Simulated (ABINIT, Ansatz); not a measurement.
# BaIBr (Pnma): one start, several treatments of the self-energy

How much does the gap of BaIBr (Pnma) depend on the approximation to the self-energy?

Calculated with ABINIT 10.8.3; PBEsol and many-body steps on it, plane waves.

## (1) The starting structure

Symmetry: Pnma, No. 62, orthorhombic system. The conventional cell has a = 8.814 Å, b = 5.124 Å, c = 10.192 Å, α = 90.00°, β = 90.00°, γ = 90.00°. Nearest to Ba lie 4 Br at 3.31 to 3.34 Å and 5 I at 3.67 to 3.76 Å. Nearest to I lie 5 Ba at 3.67 to 3.76 Å. Nearest to Br lie 4 Ba at 3.31 to 3.34 Å. Farther neighbours and most contacts between anions are not listed.

The cell and positions are those that the Materials Project relaxed with its own functionals (PBE, PBE+U or r2SCAN), kept fixed. Spin-orbit coupling is left out unless a step names it.

## (2) Empty states on the mesh, 2×2×1 mesh, 459 bands

This step: ABINIT 10.8.3; DFT, PBEsol, plane waves, norm-conserving pseudopotentials.

The sums over transitions need many empty states on a uniform mesh; this step solves for them.

Contents of run.abi:

```
acell 3*1.0 Angstrom
rprim 
  8.814460390000 0.000000000000 0.000000000000
  0.000000000000 5.124291030000 0.000000000000
  0.000000000000 0.000000000000 10.191678390000
ntypat 3
znucl 56 53 35
natom 12
typat 1 1 1 1 2 2 2 2 3 3 3 3
xred 
  0.728824540000 0.250000000000 0.375137030000
  0.271175460000 0.750000000000 0.624862970000
  0.771175460000 0.750000000000 0.875137030000
  0.228824540000 0.250000000000 0.124862970000
  0.471610560000 0.250000000000 0.831776550000
  0.528389440000 0.750000000000 0.168223450000
  0.028389440000 0.750000000000 0.331776550000
  0.971610560000 0.250000000000 0.668223450000
  0.856471900000 0.250000000000 0.066685850000
  0.143528100000 0.750000000000 0.933314150000
  0.643528100000 0.750000000000 0.566685850000
  0.356471900000 0.250000000000 0.433314150000
pp_dirpath "pseudos"
pseudos "Ba.upf, I.upf, Br.upf"
ecut 31
ngkpt 2 2 1
nshiftk 1
shiftk 0 0 0
kptopt 1
chksymbreak 0
iscf -2
irdden 1
istwfk *1
nband 459
nbdbuf 40
tolwfr 1e-09
nstep 60
prtvol 0
indata_prefix "in"
outdata_prefix "out"
tmpdata_prefix "tmp"
```

The run is started by

```
OMP_NUM_THREADS=2 mpirun -n 4 abinit run.abi > log
```

Numbers of over 12 decimals in the logs are rounded to 6 here.

Log:

```text
.Version 10.8.3 of ABINIT. v10.8.2 released Aug 2026.

 Symmetries : space group Pn m a (# 62); Bravais oP (primitive ortho.)
[... echo of the input left out ...]
== DATASET  1 ==================================================================
-   mpi_nproc: 4, omp_nthreads: 2 (-1 if OMP is not activated)

--- !DatasetInfo
iteration_state: {dtset: 1, }
dimensions: {natom: 12, nkpt: 4, mband: 459, nsppol: 1, nspinor: 1, nspden: 1, mpw: 25646, }
cutoff_energies: {ecut:  31.0, pawecutdg:  -1.0, }
[...]
1.83163    1.83818    1.83904    1.84047    1.84305    1.84407    1.84585    1.85565
   1.85903    1.86137    1.86603    1.86612    1.87367    1.87477    1.87706    1.88139
   1.88435    1.88523    1.88741
 prteigrs : prtvol=0 or 1, do not print more k-points.

== END DATASET(S) ==============================================================
================================================================================

 -outvars: echo values of variables after computation  --------
            nband         459
             nkpt           4
          spgroup          62
 [... the other variables as echoed above ...]

 Calculation completed.
```

Elapsed: 19 min, on 4 MPI ranks of Arm Neoverse N1, shared host; peak memory 1.7 GiB.

Numbers from this step:

| Property | Result |
| --- | --- |
| gap | 3.423 eV |
| k of the valence top | 0, 0, 0 |
| k of the conduction bottom | 0, 0, 0 |
| least direct gap | 3.423 eV |
| k points computed | 4 |
| lowest point of the top converged band, above the valence top | 45.19 eV |

On this mesh the gap is 3.423 eV.

The density comes from a self-consistent run that is not shown.

## (3) Screening, 2×2×1 mesh, 199 bands, screening to 98 eV

The RPA dielectric matrix is built and inverted for each q.

This step: RPA screening on PBEsol, plane waves, norm-conserving pseudopotentials.

run.abi, as its differences from that of step 2:

```diff
@@ -30,10 +30,11 @@
 chksymbreak 0
-iscf -2
-irdden 1
 istwfk *1
-nband 459
-nbdbuf 40
-tolwfr 1e-09
-nstep 60
-prtvol 0
+occopt 1
+irdwfk 1
+optdriver 3
+nband 199
+ecuteps 3.6
+inclvkb 2
+awtr 1
+symchi 1
 indata_prefix "in"
```

The run is started by

```
OMP_NUM_THREADS=1 mpirun -n 8 abinit run.abi > log
```

Log:

```text
.Version 10.8.3 of ABINIT. v10.8.2 released Aug 2026.

 Symmetries : space group Pn m a (# 62); Bravais oP (primitive ortho.)
[... echo of the input left out ...]
== DATASET  1 ==================================================================
-   mpi_nproc: 8, omp_nthreads: 1 (-1 if OMP is not activated)

--- !DatasetInfo
iteration_state: {dtset: 1, }
dimensions: {natom: 12, nkpt: 4, mband: 199, nsppol: 1, nspinor: 1, nspden: 1, mpw: 25646, }
cutoff_energies: {ecut:  31.0, pawecutdg:  -1.0, }
electrons: {nelect:   9.60000000E+01, charge:   0.00000000E+00, occopt:   1.00000000E+00, tsmear:   1.00000000E-02, }

 SCREENING: Calculation of the susceptibility and dielectric matrices

 Based on a program developped by R.W. Godby, V. Olevano, G. Onida, and L. Reining.
 Incorporated in ABINIT by V. Olevano, G.-M. Rignanese, and M. Torrent.
.Using double precision arithmetic ; gwpc =  8

[... cell and pseudopotentials left out ...]
--------------------------------------------------------------------------------

 ==== K-mesh for the wavefunctions ====
 Number of points in the irreducible wedge :     4
[... list of points left out ...]
 Together with  8 symmetry operations and time-reversal symmetry
 yields     4 points in the full Brillouin Zone.

 ==== Q-mesh for the screening function ====
 Number of points in the irreducible wedge :     4
[... list of points left out ...]
 Together with  8 symmetry operations and time-reversal symmetry
 yields     4 points in the full Brillouin Zone.

 setmesh: FFT mesh size selected  =    60x   36x   72
          total number of points  =       155520

 vcoul_init : cutoff-mode = AUXILIARY_FUNCTION
 q-points for optical limit:   1
     1)      0.000010    0.000020    0.000030

- screening: taking advantage of time-reversal symmetry
- Maximum band index for partially occupied states nbvw = 48
- Remaining bands to be divided among processors   nbcw = 151
- Number of bands treated by each node ~18

 Number of electrons calculated from density =   96.0000; Expected =   96.0000
 average of density, n =  0.030903
 r_s =    1.9768
 omega_plasma =   16.9572 [eV]

 calculating chi0 at frequencies [eV] :
  1    0.000000E+00    0.000000E+00
  2    0.000000E+00    1.695725E+01

--------------------------------------------------------------------------------
  q-point number  1        q = ( 0.000000, 0.000000, 0.000000) [r.l.u.]
--------------------------------------------------------------------------------
[... chi0 elements left out ...]
 For q-point:  0.000010 0.000020 0.000030
  dielectric constant =   4.0879
  dielectric constant without local fields =   4.8339

  Average fulfillment of the sum rule on Im[epsilon] for q-point    1 :     71.34  [%]
[... wings left out ...]
  q-point number  2        q = ( 0.500000, 0.000000, 0.000000) [r.l.u.]
--------------------------------------------------------------------------------
[... chi0 elements left out ...]
  Average fulfillment of the sum rule on Im[epsilon] for q-point    2 :     79.67  [%]

 [... 2 further q-points ...]
```

Elapsed: 6.6 min, on 8 MPI ranks; peak memory 9.5 GiB; 53 min of CPU time.

This step gave:

```
ε∞ with local fields, on this mesh, along the program's q direction : 4.088
the same without local fields                                       : 4.834
plasma frequency                                                    : 16.96 eV
plane waves in the screening matrix                                 : 999
```

Local fields lower ε∞ by 15 %. On a Γ-centred mesh this coarse the value itself is usually too large, while a short band sum pulls it down.

## (4) G0W0, Godby-Needs plasmon pole

The self-energy is evaluated for the states that the input lists, and the levels follow from it, in one-shot runs by the linearised quasiparticle equation.

This step: G0W0 on PBEsol, plane waves, norm-conserving pseudopotentials.

run.abi, as its differences from that of step 3:

```diff
@@ -33,8 +33,15 @@
 irdwfk 1
-optdriver 3
+optdriver 4
 nband 199
+gwcalctyp 0
+ecutsigx 31
+symsigma 1
+nkptgw 1
+kptgw 
+  0.0000000000 0.0000000000 0.0000000000
+bdgw 
+  47 50
 ecuteps 3.6
-inclvkb 2
-awtr 1
-symchi 1
+irdscr 1
+ppmodel 1
 indata_prefix "in"
```

Log:

```text
.Version 10.8.3 of ABINIT. v10.8.2 released Aug 2026.

 Symmetries : space group Pn m a (# 62); Bravais oP (primitive ortho.)
[... echo of the input left out ...]
== DATASET  1 ==================================================================
-   mpi_nproc: 8, omp_nthreads: 1 (-1 if OMP is not activated)

--- !DatasetInfo
iteration_state: {dtset: 1, }
dimensions: {natom: 12, nkpt: 4, mband: 199, nsppol: 1, nspinor: 1, nspden: 1, mpw: 25646, }
cutoff_energies: {ecut:  31.0, pawecutdg:  -1.0, }
electrons: {nelect:   9.60000000E+01, charge:   0.00000000E+00, occopt:   1.00000000E+00, tsmear:   1.00000000E-02, }

 SIGMA: Calculation of the GW corrections

 Based on a program developped by R.W. Godby, V. Olevano, G. Onida, and L. Reining.
 Incorporated in ABINIT by V. Olevano, G.-M. Rignanese, and M. Torrent.
.Using double precision arithmetic ; gwpc =  8

[... cell and pseudopotentials left out ...]
--------------------------------------------------------------------------------

 ==== K-mesh for the wavefunctions ====
 Number of points in the irreducible wedge :     4
[... list of points left out ...]
 Together with  8 symmetry operations and time-reversal symmetry
 yields     4 points in the full Brillouin Zone.

 ==== Q-mesh for screening function ====
 Number of points in the irreducible wedge :     4
[... list of points left out ...]
 Together with  8 symmetry operations and time-reversal symmetry
 yields     4 points in the full Brillouin Zone.

 vcoul_init : cutoff-mode = AUXILIARY_FUNCTION
 q-points for optical limit:   1
     1)      0.000010    0.000020    0.000030
 setmesh: FFT mesh size selected  =    90x   50x  100
          total number of points  =       450000

 Number of electrons calculated from density =   96.0000; Expected =   96.0000
 average of density, n =  0.030903
 r_s =    1.9768
 omega_plasma =   16.9572 [eV]

 === KS Band Gaps ===
  >>>> For spin  1
   Minimum direct gap =   3.4236 [eV], located at k-point      :   0.0000  0.0000  0.0000
   Fundamental gap    =   3.4236 [eV], Top of valence bands at :   0.0000  0.0000  0.0000
                                       Bottom of conduction at :   0.0000  0.0000  0.0000
 SIGMA fundamental parameters:
 PLASMON POLE MODEL  1
 number of plane-waves for SigmaX                25569
 number of plane-waves for SigmaC and W            999
 number of plane-waves for wavefunctions         25569
 number of bands                                   199
 number of independent spin polarizations            1
 number of spinorial components                      1
 number of k-points in IBZ                           4
 number of q-points in IBZ                           4
 number of symmetry operations                       8
 number of k-points in BZ                            4
 number of q-points in BZ                            4
 number of frequencies for dSigma/dE                 9
 frequency step for dSigma/dE [eV]                0.25
 number of omega for Sigma on real axis              0
 max omega for Sigma on real axis  [eV]           0.00
 zcut for avoiding poles [eV]                     0.10

 EPSILON^-1 parameters (SCR file):
 dimension of the eps^-1 matrix on file            999
 dimension of the eps^-1 matrix used               999
 number of plane-waves for wavefunctions         25569
 number of bands                                   199
 number of q-points in IBZ                           4
 number of frequencies                               2
 number of real frequencies                          1
 number of imag frequencies                          1

 matrix elements of self-energy operator (all in [eV])

 Perturbative Calculation

--- !SelfEnergy_ee
iteration_state: {dtset: 1, }
kpoint     : [   0.000,    0.000,    0.000, ]
spin       : 1
KS_gap     :    3.424
QP_gap     :    4.975
Delta_QP_KS:    1.551
data: !SigmaeeData |
     Band     E0 <VxcDFT>   SigX SigC(E0)      Z dSigC/dE  Sig(E)    E-E0       E
       47   2.175 -11.876 -14.652   2.326   0.816  -0.226 -12.243  -0.367   1.809
       48   2.303 -11.707 -14.544   2.353   0.824  -0.214 -12.106  -0.399   1.904
       49   5.726  -8.190  -4.046  -2.768   0.838  -0.193  -7.038   1.152   6.878
       50   6.287  -8.025  -3.732  -2.896   0.846  -0.182  -6.843   1.182   7.469

== END DATASET(S) ==============================================================
================================================================================

 -outvars: echo values of variables after computation  --------
           etotal      0.0000000000E+00
            nband         199
             nkpt           4
          spgroup          62
 [... the other variables as echoed above ...]

 Calculation completed.
```

It took 43 s on 8 MPI ranks; peak memory 5.5 GiB; 5.7 min of CPU time.

Numbers from this step:

* G0W0 gap on the points computed: 4.974 eV
* starting gap on the mesh: 3.423 eV
* k of the valence top: 0, 0, 0
* k of the conduction bottom: 0, 0, 0
* Z at the valence top: 0.824
* Z at the conduction bottom: 0.838
* least direct G0W0 gap on the computed points: 4.974 eV

The gap on the mesh goes from 3.42 eV to 4.97 eV, a correction of +1.55 eV.

## (5) G0W0, von der Linden-Horsch plasmon pole

run.abi, as its differences from that of step 4:

```diff
@@ -45,3 +45,3 @@
 irdscr 1
-ppmodel 1
+ppmodel 3
 indata_prefix "in"
```

Log:

```text
.Version 10.8.3 of ABINIT. v10.8.2 released Aug 2026.

 Symmetries : space group Pn m a (# 62); Bravais oP (primitive ortho.)
[... echo of the input left out ...]
== DATASET  1 ==================================================================
-   mpi_nproc: 8, omp_nthreads: 1 (-1 if OMP is not activated)

--- !DatasetInfo
iteration_state: {dtset: 1, }
dimensions: {natom: 12, nkpt: 4, mband: 199, nsppol: 1, nspinor: 1, nspden: 1, mpw: 25646, }
cutoff_energies: {ecut:  31.0, pawecutdg:  -1.0, }
electrons: {nelect:   9.60000000E+01, charge:   0.00000000E+00, occopt:   1.00000000E+00, tsmear:   1.00000000E-02, }

 SIGMA: Calculation of the GW corrections

 Based on a program developped by R.W. Godby, V. Olevano, G. Onida, and L. Reining.
 Incorporated in ABINIT by V. Olevano, G.-M. Rignanese, and M. Torrent.
.Using double precision arithmetic ; gwpc =  8

[... cell and pseudopotentials left out ...]
--------------------------------------------------------------------------------

 ==== K-mesh for the wavefunctions ====
 Number of points in the irreducible wedge :     4
[... list of points left out ...]
 Together with  8 symmetry operations and time-reversal symmetry
 yields     4 points in the full Brillouin Zone.

 ==== Q-mesh for screening function ====
 Number of points in the irreducible wedge :     4
[... list of points left out ...]
 Together with  8 symmetry operations and time-reversal symmetry
 yields     4 points in the full Brillouin Zone.

 vcoul_init : cutoff-mode = AUXILIARY_FUNCTION
 q-points for optical limit:   1
     1)      0.000010    0.000020    0.000030
 setmesh: FFT mesh size selected  =    90x   50x  100
          total number of points  =       450000

 Number of electrons calculated from density =   96.0000; Expected =   96.0000
[...]
number of k-points in IBZ                           4
 number of q-points in IBZ                           4
 number of symmetry operations                       8
 number of k-points in BZ                            4
 number of q-points in BZ                            4
 number of frequencies for dSigma/dE                 9
 frequency step for dSigma/dE [eV]                0.25
 number of omega for Sigma on real axis              0
 max omega for Sigma on real axis  [eV]           0.00
 zcut for avoiding poles [eV]                     0.10

 EPSILON^-1 parameters (SCR file):
 dimension of the eps^-1 matrix on file            999
 dimension of the eps^-1 matrix used               999
 number of plane-waves for wavefunctions         25569
 number of bands                                   199
 number of q-points in IBZ                           4
 number of frequencies                               2
 number of real frequencies                          1
 number of imag frequencies                          1

 matrix elements of self-energy operator (all in [eV])

 Perturbative Calculation

--- !SelfEnergy_ee
iteration_state: {dtset: 1, }
kpoint     : [   0.000,    0.000,    0.000, ]
spin       : 1
KS_gap     :    3.424
QP_gap     :    4.981
Delta_QP_KS:    1.557
data: !SigmaeeData |
     Band     E0 <VxcDFT>   SigX SigC(E0)      Z dSigC/dE  Sig(E)    E-E0       E
       47   2.175 -11.876 -14.652   2.225   0.849  -0.177 -12.344  -0.468   1.707
       48   2.303 -11.707 -14.544   2.255   0.849  -0.178 -12.202  -0.495   1.808
       49   5.726  -8.190  -4.046  -2.921   0.870  -0.150  -7.127   1.062   6.789
       50   6.287  -8.025  -3.732  -3.025   0.872  -0.147  -6.919   1.107   7.393

== END DATASET(S) ==============================================================
================================================================================

 -outvars: echo values of variables after computation  --------
           etotal      0.0000000000E+00
            nband         199
             nkpt           4
          spgroup          62
 [... the other variables as echoed above ...]

 Calculation completed.
```

It took 2.7 min on 8 MPI ranks; peak memory 4.4 GiB; 21 min of CPU time.

This step gave:

```
G0W0 gap on the points computed              : 4.981 eV
starting gap on the mesh                     : 3.423 eV
k of the valence top                         : 0, 0, 0
k of the conduction bottom                   : 0, 0, 0
Z at the valence top                         : 0.849
Z at the conduction bottom                   : 0.87
least direct G0W0 gap on the computed points : 4.981 eV
```

Against G0W0 in ABINIT (2×2×1 mesh, 199 bands, screening to 98 eV, Godby-Needs plasmon pole), the gap moves by +0.007 eV.

## (6) G0W0, Hybertsen-Louie plasmon pole

run.abi, as its differences from that of step 5:

```diff
@@ -45,3 +45,3 @@
 irdscr 1
-ppmodel 3
+ppmodel 2
 indata_prefix "in"
```

Log:

```text
.Version 10.8.3 of ABINIT. v10.8.2 released Aug 2026.

 Symmetries : space group Pn m a (# 62); Bravais oP (primitive ortho.)
[... echo of the input left out ...]
== DATASET  1 ==================================================================
-   mpi_nproc: 8, omp_nthreads: 1 (-1 if OMP is not activated)

--- !DatasetInfo
iteration_state: {dtset: 1, }
dimensions: {natom: 12, nkpt: 4, mband: 199, nsppol: 1, nspinor: 1, nspden: 1, mpw: 25646, }
cutoff_energies: {ecut:  31.0, pawecutdg:  -1.0, }
[...]
48   2.303 -11.707 -14.544   2.307   0.840  -0.191 -12.153  -0.446   1.857
       49   5.726  -8.190  -4.046  -2.869   0.862  -0.161  -7.092   1.098   6.824
       50   6.287  -8.025  -3.732  -2.969   0.864  -0.157  -6.880   1.145   7.432

== END DATASET(S) ==============================================================
================================================================================

 -outvars: echo values of variables after computation  --------
           etotal      0.0000000000E+00
            nband         199
             nkpt           4
          spgroup          62
 [... the other variables as echoed above ...]

 Calculation completed.
```

Run time: 48 s. Hardware: 8 MPI ranks; peak memory 5.1 GiB.

Numbers from this step:

| Quantity | Value |
| --- | --- |
| G0W0 gap on the points computed | 4.967 eV |
| starting gap on the mesh | 3.423 eV |
| k of the valence top | 0, 0, 0 |
| k of the conduction bottom | 0, 0, 0 |
| least direct G0W0 gap on the computed points | 4.967 eV |

Against G0W0 in ABINIT (2×2×1 mesh, 199 bands, screening to 98 eV, Godby-Needs plasmon pole), the gap moves by −0.007 eV.

[end of part 1 of 2]

[Paths, hosts, dates, memory and timing lines, banners, echoed tables and standing remarks are left out of the program output.]

[Logs are printed without paths, hosts, clocks, repeated set-up lines and the standing remarks that a program may print on its own settings, such as how far it seeks lower states.]

[Runs of the session that timed out or met a known fault of the program may be left out.]

[Hosts, paths, dates, database ids (printed as entryN), source tags and the programs' standing remarks are cut or masked in the printed files.]

[G0W0 gaps are taken among the corrected bands and points alone; a level outside them can change the order at an edge.]

[Where Ansatz stands beside ABINIT at settings called matched, ABINIT's density can come from a denser mesh and the files from another edition; pairs whose starting gaps differed by over 0.03 eV were left out, so agreement reads better than it is.]
